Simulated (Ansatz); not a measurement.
# CuMoN2, from a guessed structure to a relaxed one

Starting from a made-up structure for CuMoN2, the aim is the relaxed cell, its shortest contacts and, where a second run follows, its electronic structure.

Calculated with Ansatz 0.2.0; DFT, PBE, plane-wave PAW, files of the set soft_1, scalar-relativistic, ferromagnetic start, cell and ions relaxed at zero pressure; PAW set soft_1, in the first sound run; inputs show where later runs differ.

## 1. Set-up

It takes space group Cmcm (No. 63, orthorhombic). The conventional cell has a = 2.924 Å, b = 5.379 Å, c = 11.425 Å, α = 90.00°, β = 90.00°, γ = 90.00°. Mo has 6 N at 2.19 to 2.20 Å nearest. Cu has 4 N at 2.13 Å nearest. Nearest to N lie 2 Cu at 2.13 Å and 3 Mo at 2.19 to 2.20 Å. Farther neighbours and most contacts between anions are not listed.

As a file:

```cif
data_structure
_symmetry_space_group_name_H-M 'P 1'
_symmetry_Int_Tables_number 1
_cell_length_a 3.0612
_cell_length_b 3.0612
_cell_length_c 11.4250
_cell_angle_alpha 90.000
_cell_angle_beta 90.000
_cell_angle_gamma 122.943
_cell_volume 89.85
loop_
_atom_site_label
_atom_site_type_symbol
_atom_site_fract_x
_atom_site_fract_y
_atom_site_fract_z
_atom_site_occupancy
Mo1 Mo 0.86690 0.13310 0.75000 1
Mo2 Mo 0.13310 0.86690 0.25000 1
Cu3 Cu 0.00000 0.00000 0.50000 1
Cu4 Cu 0.00000 0.00000 0.00000 1
N5 N 0.54120 0.45880 0.86620 1
N6 N 0.45880 0.54120 0.13380 1
N7 N 0.45880 0.54120 0.36620 1
N8 N 0.54120 0.45880 0.63380 1
```

## 2. Relaxation of the guess

The guessed cell has no reason to be at equilibrium. It is relaxed with the atoms, within the space group of the guess.

Contents of input.yaml:

```yaml
crystal:
  lattice:
    - [1.462, -2.6895, 0.0]
    - [1.462, 2.6895, 0.0]
    - [0.0, 0.0, 11.425]
  atoms:
    - { symbol: Mo, position: [0.8669, 0.1331, 0.75], spin: 1.0 }
    - { symbol: Mo, position: [0.1331, 0.8669, 0.25], spin: 1.0 }
    - { symbol: Cu, position: [0.0, 0.0, 0.5], spin: 0.6 }
    - { symbol: Cu, position: [0.0, 0.0, 0.0], spin: 0.6 }
    - { symbol: "N", position: [0.5412, 0.4588, 0.8662] }
    - { symbol: "N", position: [0.4588, 0.5412, 0.1338] }
    - { symbol: "N", position: [0.4588, 0.5412, 0.3662] }
    - { symbol: "N", position: [0.5412, 0.4588, 0.6338] }
magnetization:
  spin_polarized: true
kpoints:
  mp_grid: { grid: [10, 10, 3] }
scf:
  occupations: { method: fermi_dirac, width: 0.05 }
hamiltonian:
  xc: pbe
  pseudopotentials: { kind: paw, azcp: { folder: soft_1 } }
relax:
  f_tol: 0.015
  max_steps: 70
  cell: {}
output:
  forces: true
  stress: true
```

Run with:

```sh
$ ansatz run input.yaml --threads 4 --pin off --max-ram 10240MiB --backend cpu --events-out ev --progress --plain --runs-dir out
```

Numbers of over 12 decimals in the logs are rounded to 6 here.

The log of the run:

```text
Engine: ansatz 0.2.0, aarch64-unknown-linux-gnu
Pseudopotentials: kind: paw
Pseudopotential: Mo, paw, valence charge 14, recommended cutoff 420 eV (normal), soft_1/Mo.paw.azcp
Pseudopotential: Cu, paw, valence charge 19, recommended cutoff 420 eV (normal), soft_1/Cu.paw.azcp
Pseudopotential: N, paw, valence charge 5, recommended cutoff 420 eV (normal), soft_1/N.paw.azcp
Functional definition: PBE
  parameter kappa = 0.804
  parameter beta = 0.066725
  exchange = pbe_x(kappa = kappa, mu = beta*pi^2/3)
  correlation = pbe_c(beta = beta)
Crystal: 8 atoms, lattice volume = 89.847 Å³
Basis set: ecut = 420 eV, 1731 PW (Γ), exchange–correlation on 48×48×160 points (8 copies of the dense FFT grid, shifted against one another)
Bands: 54, of which v1, the nominal top of the filled ones, is band 43 counted from 1 (42 counted from 0)
Symmetry: 8 space group operations
Space group: Cmcm (ITA 63), of the structure as read, at distance tolerance 4.5e-5 Å
Magnetic group: BNS 63.457 (UNI 555), of the structure as read, at distance tolerance 4.5e-5 Å
k-points: 62 of 300
Non-local potential: Mo, projectors of the file, l = 0: 3, l = 1: 2, l = 2: 2, l = 3: 1
Non-local potential: Cu, projectors of the file, l = 0: 3, l = 1: 2, l = 2: 3, l = 3: 1
Non-local potential: N, projectors of the file, l = 0: 2, l = 1: 2, l = 2: 1
PAW form: soft (Blöchl's): semilocal exchange-correlation on the pseudo side does not see the compensation charge
PAW one-centre angular grid: Mo, 590 points (default); XC on 64 Gauss nodes
PAW one-centre angular grid: Cu, 590 points (default); XC on 64 Gauss nodes
PAW one-centre angular grid: N, 110 points (default); XC on 64 Gauss nodes
Initial density: superposition of atomic densities (chi_scale 0.1, normalization cell, long waves kept (reshape's long-wave potential 0.16 eV rms))
Starting moments: Σ|m| = 3.2 μB on 4 of 8 sites
Initial wavefunctions: pseudopotential atomic-orbital guess
Functional: x = pbe(κ = 0.804, μ = 0.219515), c = pbe(β = 0.066725)
SCF iter   1: F=—  HF=-24699.206962 eV  |F-HF|=—  |Δ(HF+E_count)|=         —  Δρ=6.17e-2 (↑6.17e-2 ↓5.28e-2)  dr2=1.83e1  dr2_m=2.01e-1  M=1.022 μB ∫|m|=1.377 μB  β_m=0.30  ethr=3.10e-3  ⟨swp⟩=6.2  Hψ=21585  notcnv=0  defer=4
Mixer restart at iter 1: flushing history
preconditioner: auto → Kerker (q_TF=auto, 2.708 Å⁻¹)  [metal: Δε(μ)=0.014 eV  Ē_g=8.382 eV  σ=0.050 eV  W_gap=0.07  n_scr=38 (ndim 8)  ℏωp=28.8 eV  f_vac=0.000  D(μ)=4.14/eV (n_scr^D=44)]
spin=Collinear: Kerker preconditioning applied to the charge; magnetization (m = ρ↑ − ρ↓) channel mixes plain (no charge-response kernel on spin).
SCF iter   2: F=—  HF=-24698.501910 eV  |F-HF|=—  |Δ(HF+E_count)|=   7.05e-1  Δρ=4.11e-2 (↑4.11e-2 ↓3.25e-2)  dr2=7.06e0  dr2_m=1.25e-1  M=0.809 μB ∫|m|=1.170 μB  β_m=0.52  ethr=3.10e-3  ⟨swp⟩=2.3  Hψ=11731  notcnv=0  defer=268
SCF iter   3: F=—  HF=-24697.683323 eV  |F-HF|=—  |Δ(HF+E_count)|=   8.19e-1  Δρ=1.36e-2 (↑1.36e-2 ↓1.23e-2)  dr2=3.81e-1  dr2_m=2.18e-2  M=0.473 μB ∫|m|=0.740 μB  β_m=0.64  ethr=3.10e-3  ⟨swp⟩=2.9  Hψ=12694  notcnv=0  defer=271
SCF iter   4: F=—  HF=-24697.886496 eV  |F-HF|=—  |Δ(HF+E_count)|=   2.03e-1  Δρ=2.39e-2 (↑2.10e-2 ↓2.39e-2)  dr2=1.14e0  dr2_m=1.19e-2  M=0.356 μB ∫|m|=0.560 μB  β_m=0.54  ethr=4.43e-4  ⟨swp⟩=2.3  Hψ=14167  notcnv=0  defer=256  recentre
SCF iter   5: F=—  HF=-24697.824989 eV  |F-HF|=—  |Δ(HF+E_count)|=   6.15e-2  Δρ=4.59e-3 (↑2.81e-3 ↓4.59e-3)  dr2=3.80e-2  dr2_m=5.24e-3  M=0.282 μB ∫|m|=0.423 μB  β_m=0.69  ethr=4.43e-4  ⟨swp⟩=2.0  Hψ=12745  notcnv=0  defer=254
SCF iter   6: F=—  HF=-24697.854350 eV  |F-HF|=—  |Δ(HF+E_count)|=         —  Δρ=2.94e-3 (↑2.91e-3 ↓2.94e-3)  dr2=2.76e-3  dr2_m=6.79e-3  M=0.144 μB ∫|m|=0.181 μB  β_m=0.69  ethr=4.41e-5  ⟨swp⟩=2.6  Hψ=12288  notcnv=0  defer=252
SCF iter   7: F=—  HF=-24697.855055 eV  |F-HF|=—  |Δ(HF+E_count)|=   7.05e-4  Δρ=1.97e-3 (↑1.44e-3 ↓1.97e-3)  dr2=5.57e-4  dr2_m=2.19e-3  M=0.113 μB ∫|m|=0.129 μB  β_m=0.85  ethr=3.21e-6  ⟨swp⟩=2.0  Hψ=9701  notcnv=0  defer=252
SCF iter   8: F=—  HF=-24697.855699 eV  |F-HF|=—  |Δ(HF+E_count)|=   6.44e-4  Δρ=6.77e-4 (↑5.53e-4 ↓6.77e-4)  dr2=6.05e-5  dr2_m=2.98e-4  M=0.069 μB ∫|m|=0.074 μB  β_m=0.92  ethr=6.48e-7  ⟨swp⟩=2.0  Hψ=10851  notcnv=0  defer=252
SCF iter   9: F=—  HF=-24697.855852 eV  |F-HF|=—  |Δ(HF+E_count)|=   1.53e-4  Δρ=5.76e-4 (↑5.76e-4 ↓2.31e-4)  dr2=2.18e-4  dr2_m=9.00e-5  M=0.042 μB ∫|m|=0.046 μB  β_m=0.96  ethr=7.03e-8  ⟨swp⟩=2.0  Hψ=12094  notcnv=0  defer=252
SCF iter  10: F=—  HF=-24697.855912 eV  |F-HF|=—  |Δ(HF+E_count)|=   5.93e-5  Δρ=2.20e-4 (↑8.95e-5 ↓2.20e-4)  dr2=1.77e-5  dr2_m=1.76e-5  M=0.019 μB ∫|m|=0.021 μB  β_m=0.98  ethr=7.03e-8  ⟨swp⟩=2.0  Hψ=9844  notcnv=0  defer=252
SCF iter  11: F=—  HF=-24697.855913 eV  |F-HF|=—  |Δ(HF+E_count)|=   1.07e-6  Δρ=1.19e-4 (↑4.35e-5 ↓1.19e-4)  dr2=7.69e-6  dr2_m=3.98e-6  M=0.009 μB ∫|m|=0.010 μB  β_m=0.99  ethr=2.06e-8  ⟨swp⟩=2.0  Hψ=10843  notcnv=0  defer=252
SCF iter  12: F=—  HF=-24697.855911 eV  |F-HF|=—  |Δ(HF+E_count)|=   2.10e-6  Δρ=2.03e-5 (↑1.49e-5 ↓2.03e-5)  dr2=9.00e-8  dr2_m=2.31e-7  M=0.002 μB ∫|m|=0.003 μB  β_m=0.97  ethr=8.94e-9  ⟨swp⟩=2.0  Hψ=9861  notcnv=0  defer=252
SCF iter  13: F=—  HF=-24697.855911 eV  |F-HF|=—  |Δ(HF+E_count)|=   2.61e-7  Δρ=6.69e-6 (↑6.69e-6 ↓3.38e-6)  dr2=6.72e-8  dr2_m=4.59e-9  M=0.000 μB ∫|m|=0.000 μB  β_m=0.92  ethr=1.05e-10  ⟨swp⟩=2.0  Hψ=12124  notcnv=0  defer=252
SCF iter  14: F=—  HF=-24697.855911 eV  |F-HF|=—  |Δ(HF+E_count)|=   3.39e-9  Δρ=2.47e-6 (↑2.47e-6 ↓2.19e-6)  dr2=2.50e-8  dr2_m=2.18e-10  M=-0.000 μB ∫|m|=0.000 μB  β_m=0.96  ethr=7.82e-11  ⟨swp⟩=2.0  Hψ=11618  notcnv=0  defer=252
SCF iter  15: F=-24697.855911 eV  HF=-24697.855911 eV  |F-HF|=4.93e-9  |Δ(HF+E_count)|=  2.91e-11  Δρ=1.38e-6 (↑1.31e-6 ↓1.38e-6)  dr2=6.00e-9  dr2_m=4.60e-11  M=-0.000 μB ∫|m|=0.000 μB  ethr=2.90e-11  ⟨swp⟩=1.6  Hψ=14149  notcnv=0
WARN: the starting moments were not kept: the SCF closed with an absolute magnetisation of 2.6e-5 μB, where they sum to 3.2 μB in size (4 sites). That is at most 0.1 of that sum. Measured as dr2_m measures the in/out step, that magnetisation stands 1.8e-10 eV from none, at or under the dr2_threshold of 1.0e-7 eV: it is no larger than a step whose dr2_m would equal this threshold. The system may hold no moment; this S [...]
SCF 1 converged in 15 iterations: F = -24697.855911 eV  dr2 = 6.00e-9
  greatest PAW one-centre occupation: 1.000 electrons in one spin orbital (limit 2), on the Cu atom at site 3 (counted from 0), in its partial waves of l = 0
[...]
relax step   6: F+E_penalty+E_count = -24698.77367861 eV  Δ(F+E_penalty+E_count) = +1.029e-5 eV  max|allowed force component| = 3.139e-3 eV/Å  Δτ_max = 0.0016 Å  P = +0.013 GPa  Ω = 80.735 Å³  energy of the carried Pulay correction = +1.676e-2 eV  (8 SCF iters, dr2 threshold 1.03e-7 eV, accepted)
[...]
relax step   7: F+E_penalty+E_count = -24698.76258214 eV  Δ(F+E_penalty+E_count) = +1.110e-2 eV  max|allowed force component| = 3.314e-3 eV/Å  Δτ_max = 0.0000 Å  P = -0.168 GPa  Ω = 80.735 Å³  stress off target by 2.06e-1 GPa  SCF on the basis re-selected at this cell (its energy is not comparable with the rows above)  (11 SCF iters)
[...]
relax step   8: F+E_penalty+E_count = -24698.76279691 eV  Δ(F+E_penalty+E_count) = -2.148e-4 eV  max|allowed force component| = 8.424e-4 eV/Å  Δτ_max = 0.0052 Å  P = -0.001 GPa  Ω = 80.665 Å³  energy of the carried Pulay correction = +1.380e-4 eV  (8 SCF iters, dr2 threshold 1.06e-7 eV, accepted)
iter 1 solved again at ethr=2.80e-7 eV; its pass at ethr=3.10e-3 eV (dr2=2.41e-4 eV) is discarded
SCF iter   1: F=—  HF=-24698.762631 eV  |F-HF|=—  |Δ(HF+E_count)|=         —  Δρ=2.68e-6 (↑2.68e-6 ↓2.67e-6)  dr2=3.92e-9  dr2_m=6.68e-12  M=0.000 μB ∫|m|=0.000 μB  β_m=0.65  ethr=2.80e-7  ⟨swp⟩=3.0  Hψ=40348  notcnv=0
eigensolver tolerance schedule: the retry pair's looser diagonalisation over-reported the residual by 61527.72 of it (diagonalisation noise at an unbounded share of the residual, at the tolerance the schedule requests for it); recorded, not acted on — ethr = c·dr2/N_el stays at c = 1.0e-1
preconditioner: auto → Kerker (q_TF=auto, 2.488 Å⁻¹)  [metal: Δε(μ)=0.033 eV  Ē_g=8.839 eV  σ=0.050 eV  W_gap=0.17  n_scr=10 (ndim 8)  ℏωp=30.4 eV  f_vac=0.000  D(μ)=3.03/eV (n_scr^D=26)]
spin=Collinear: Kerker preconditioning applied to the charge; magnetization (m = ρ↑ − ρ↓) channel mixes plain (no charge-response kernel on spin).
SCF iter   2: F=—  HF=-24698.762633 eV  |F-HF|=—  |Δ(HF+E_count)|=   2.38e-6  Δρ=6.46e-6 (↑6.46e-6 ↓6.37e-6)  dr2=8.37e-8  dr2_m=2.13e-12  M=0.000 μB ∫|m|=0.000 μB  β_m=0.30  ethr=4.56e-12  ⟨swp⟩=3.6  Hψ=16539  notcnv=0
SCF iter   3: F=—  HF=-24698.762633 eV  |F-HF|=—  |Δ(HF+E_count)|=   1.02e-8  Δρ=1.33e-6 (↑1.33e-6 ↓1.29e-6)  dr2=1.53e-9  dr2_m=2.17e-12  M=0.000 μB ∫|m|=0.000 μB  β_m=0.38  ethr=4.56e-12  ⟨swp⟩=2.3  Hψ=12180  notcnv=0
SCF iter   4: F=—  HF=-24698.762633 eV  |F-HF|=—  |Δ(HF+E_count)|=   1.44e-9  Δρ=3.03e-7 (↑2.88e-7 ↓3.03e-7)  dr2=2.61e-10  dr2_m=5.87e-13  M=0.000 μB ∫|m|=0.000 μB  β_m=0.42  ethr=1.77e-12  ⟨swp⟩=2.0  Hψ=11782  notcnv=0
SCF iter   5: F=—  HF=-24698.762633 eV  |F-HF|=—  |Δ(HF+E_count)|=  2.62e-10  Δρ=2.66e-7 (↑2.38e-7 ↓2.66e-7)  dr2=1.86e-10  dr2_m=4.39e-13  M=0.000 μB ∫|m|=0.000 μB  β_m=0.71  ethr=1.00e-12  ⟨swp⟩=1.9  Hψ=8576  notcnv=0
SCF iter   6: F=—  HF=-24698.762633 eV  |F-HF|=—  |Δ(HF+E_count)|=  2.73e-10  Δρ=1.62e-7 (↑1.44e-7 ↓1.62e-7)  dr2=1.47e-10  dr2_m=1.78e-13  M=0.000 μB ∫|m|=0.000 μB  β_m=0.86  ethr=1.00e-12  ⟨swp⟩=2.0  Hψ=7751  notcnv=0
SCF iter   7: F=—  HF=-24698.762633 eV  |F-HF|=—  |Δ(HF+E_count)|=  7.28e-12  Δρ=7.84e-8 (↑7.67e-8 ↓7.84e-8)  dr2=5.86e-11  dr2_m=4.50e-14  M=0.000 μB ∫|m|=0.000 μB  β_m=0.88  ethr=1.00e-12  ⟨swp⟩=1.0  Hψ=6696  notcnv=0
SCF iter   8: F=-24698.762633 eV  HF=-24698.762633 eV  |F-HF|=7.28e-12  |Δ(HF+E_count)|=  7.28e-12  Δρ=7.54e-8 (↑7.43e-8 ↓7.54e-8)  dr2=1.28e-11  dr2_m=1.57e-14  M=0.000 μB ∫|m|=0.000 μB  ethr=1.00e-12  ⟨swp⟩=2.0  Hψ=16790  notcnv=0
the starting moments were not kept: the SCF closed with an absolute magnetisation of 2.8e-7 μB, where they sum to 3.2 μB in size (4 sites). That is at most 0.1 of that sum. Measured as dr2_m measures the in/out step, that magnetisation stands 4.2e-14 eV from none, at or under the dr2_threshold of 8.0e-11 eV: it is no larger than a step whose dr2_m would equal this threshold.
SCF 9 converged in 8 iterations: F = -24698.762633 eV  dr2 = 1.28e-11
relax step   9: F+E_penalty+E_count = -24698.76263307 eV  Δ(F+E_penalty+E_count) = +1.638e-4 eV  max|allowed force component| = 8.532e-4 eV/Å  Δτ_max = 0.0000 Å  P = -0.003 GPa  Ω = 80.665 Å³  stress off target by 4.45e-3 GPa  SCF on the basis re-selected at this cell (its energy is not comparable with the rows above)  (8 SCF iters)
basis re-selected at this cell: Δ(F+E_penalty+E_count) = +1.638e-4 eV, ΔP = -0.002 GPa vs the last step (what re-selecting the basis moved, of the pressure what is left beyond the Pulay correction that the steps carried, after the strain that the cell walked since its last selection, with what the two solves' SCF thresholds leave and, on support functions, any second-order correction that the steps lacked; it is no m [...]
SCF converged after 8 iterations
Magnetization: 0.0000 μB (43.0000 up, 43.0000 down)
Absolute magnetization: 0.0000 μB (∫|ρ↑−ρ↓|, with the PAW one-centre terms)
Spin contamination: 0.0000 ħ² per cell (⟨S²⟩ above its minimum at these occupations)
Per-site moments (μB) at R_I (Å): [(3.997986401824432e-9, 0.862508), (3.997986273639834e-9, 0.862508), (6.893105115246078e-8, 0.856751), (6.893105136532042e-8, 0.856751), (2.5421854828184963e-8, 0.856751), (2.5421854819875434e-8, 0.856751), (2.5421854818299503e-8, 0.856751), (2.5421854828665204e-8, 0.856751)]
Free energy (F): -24698.762633 eV
Harris-Foulkes:  -24698.762633 eV  (|F-HF|=7.28e-12)
Internal energy: -24698.736948 eV  (E = F + TS)
E sigma→0 (E₀):  -24698.749791 eV
Entropy (-TS):   -0.025685 eV (-3.211 meV/atom)
Fermi energy:    16.393520 eV
--- Per-component energies (eV) ---
  E_band       = -841.606361
  E_kinetic    = 1870.948845
  E_local      = -12286.103307  (includes V_loc(G=0)·N_el)
  E_nonlocal   = 2220.417090
  E_hartree    = 5073.213484
  E_xc         = -725.528358
  E_vxc        = -915.614164  (∫ρ·V_xc dr)
  E_paw        = -10562.631925  (= ΣΔE_a)
  E_vpaw       = -1877.687295  (= ΣTr[D̂ρ^β])
  E_aug_tail   = 0.005584  (compensation charges beyond the density's cutoff)
  E_ewald      = -10289.058361
  E_smearing   = -0.025685  (= −TS)
  E_closure    = -0.000000  (closes the sum)
  Σ components = -24698.762633   (vs F -24698.762633, Δ=0.00e0)
--- Forces (eV/Å), atoms counted from 1 ---
  atom   1  Mo     0.00000000     0.00055512     0.00000000
  atom   2  Mo     0.00000000    -0.00055512     0.00000000
  atom   3  Cu     0.00000000     0.00000000     0.00000000
  atom   4  Cu     0.00000000     0.00000000    -0.00000000
  atom   5  N     -0.00000000    -0.00085322     0.00000249
  atom   6  N     -0.00000000     0.00085322    -0.00000249
  atom   7  N     -0.00000000     0.00085322     0.00000249
  atom   8  N     -0.00000000    -0.00085322    -0.00000249
  max |Σ_I F_I| component: 1.67e-16 eV/Å
--- Stress (GPa, compression-positive) ---
       -0.004450       0.000000       0.000000
        0.000000      -0.000199       0.000000
        0.000000       0.000000      -0.003469
  P = ⅓ Tr σ = -0.0027 GPa (-0.027 kbar)
--- Relaxed structure (7 steps of the walk, 7 accepted, 2 SCFs on fresh bases) ---
  F+E_penalty+E_count = -24698.76263307 eV   max|allowed force component| = 8.532e-4 eV/Å   (the final SCF, on the basis selected at the relaxed cell)
  cell:  # Å, volume = 80.6645 Å³
    - [1.430554, -2.586746, 0]
    - [1.430554, 2.586746, 0]
    - [0, 0, 10.899195]
  atoms:
    - { symbol: Mo, position: [0.872288, 0.127712, 0.75] }
    - { symbol: Mo, position: [0.127712, 0.872288, 0.250000] }
    - { symbol: Cu, position: [0, 0, 0.500000] }
    - { symbol: Cu, position: [0, 0, 0] }
    - { symbol: N, position: [0.546654, 0.453346, 0.863633] }
    - { symbol: N, position: [0.453346, 0.546654, 0.136367] }
    - { symbol: N, position: [0.453346, 0.546654, 0.363633] }
    - { symbol: N, position: [0.546654, 0.453346, 0.636367] }
```

It took 96 s on 4 threads of Arm Neoverse V1, shared host; peak memory 0.76 GiB; 6.2 min of CPU time.

The steps of the relaxation:

```csv
step,energy less that of the first step (eV),largest force component (eV/Å),pressure (GPa),volume (Å³)
1,0.0000,1.5590,-24.35,89.85
2,-0.8791,0.6076,3.39,80.22
3,-0.9121,0.0279,-0.97,81.13
4,-0.9165,0.0480,-0.48,80.97
5,-0.9178,0.0118,0.15,80.70
6,-0.9178,0.0031,0.01,80.73
7*,-0.9067,0.0033,-0.17,80.73
8,-0.9069,0.0008,0.00,80.66
9*,-0.9067,0.0009,0.00,80.66
```

Relaxation steps marked * repeat the geometry before them on a plane-wave basis chosen anew for their cell, so energy and pressure can jump there.

The run keeps the 8 symmetry operations that it works with, so distortions that break them were not tested.

```
conventional cell, symmetrised  before   after   change
                         a (Å)   2.924   2.861   -2.2 %
                         b (Å)   5.379   5.173   -3.8 %
                         c (Å)  11.425  10.899   -4.6 %
              volume (Å³/atom)   11.23   10.08  -10.2 %
```

The atoms that moved most (Å, as changes of fractional coordinates times the final cell):

| atom | dx | dy | dz | length |
| --- | --- | --- | --- | --- |
| N5 | 0.000 | -0.028 | -0.028 | 0.040 |
| N7 | 0.000 | 0.028 | -0.028 | 0.040 |
| N8 | 0.000 | -0.028 | 0.028 | 0.040 |
| N6 | 0.000 | 0.028 | 0.028 | 0.040 |
| Mo2 | 0.000 | 0.028 | 0.000 | 0.028 |
| Mo1 | 0.000 | -0.028 | 0.000 | 0.028 |

The relaxed structure:

```
Mo Cu N
1.0
     1.43055   -2.58675    0.00000
     1.43055    2.58675    0.00000
     0.00000    0.00000   10.89919
Mo Cu N
2 2 4
Direct
  0.87229 0.12771 0.75000
  0.12771 0.87229 0.25000
  0.00000 0.00000 0.50000
  0.00000 0.00000 0.00000
  0.54665 0.45335 0.86363
  0.45335 0.54665 0.13637
  0.45335 0.54665 0.36363
  0.54665 0.45335 0.63637
```

This step gave:

```
free energy             : -24698.7626 eV
energy at zero smearing : -24698.7498 eV
smearing term TS        : 0.02569 eV
Fermi energy            : 16.39 eV
electrons               : 86
symmetry operations     : 8
pressure                : -0.002706 GPa
```

The shortest distance of each pair, which need not be the same contact before and after:

| pair | guess (Å) | relaxed (Å) |
| --- | --- | --- |
| Cu–N | 2.127 | 2.077 |
| Mo–N | 2.186 | 2.091 |
| N–N | 2.655 | 2.477 |
| Cu–Mo | 2.945 | 2.804 |
| Mo–Mo | 2.924 | 2.861 |

The relaxation ends with a largest force component of 8.5e-4 eV/Å and a pressure of 0.00 GPa. The starting moments have collapsed: the run ends non-magnetic.

[end of part 1 of 2]

[Logs are printed without paths, hosts, clocks, repeated set-up lines and the standing remarks that a program may print on its own settings, such as how far it seeks lower states.]

[Hosts, paths, dates, database ids (printed as entryN), source tags and the programs' standing remarks are cut or masked in the printed files.]
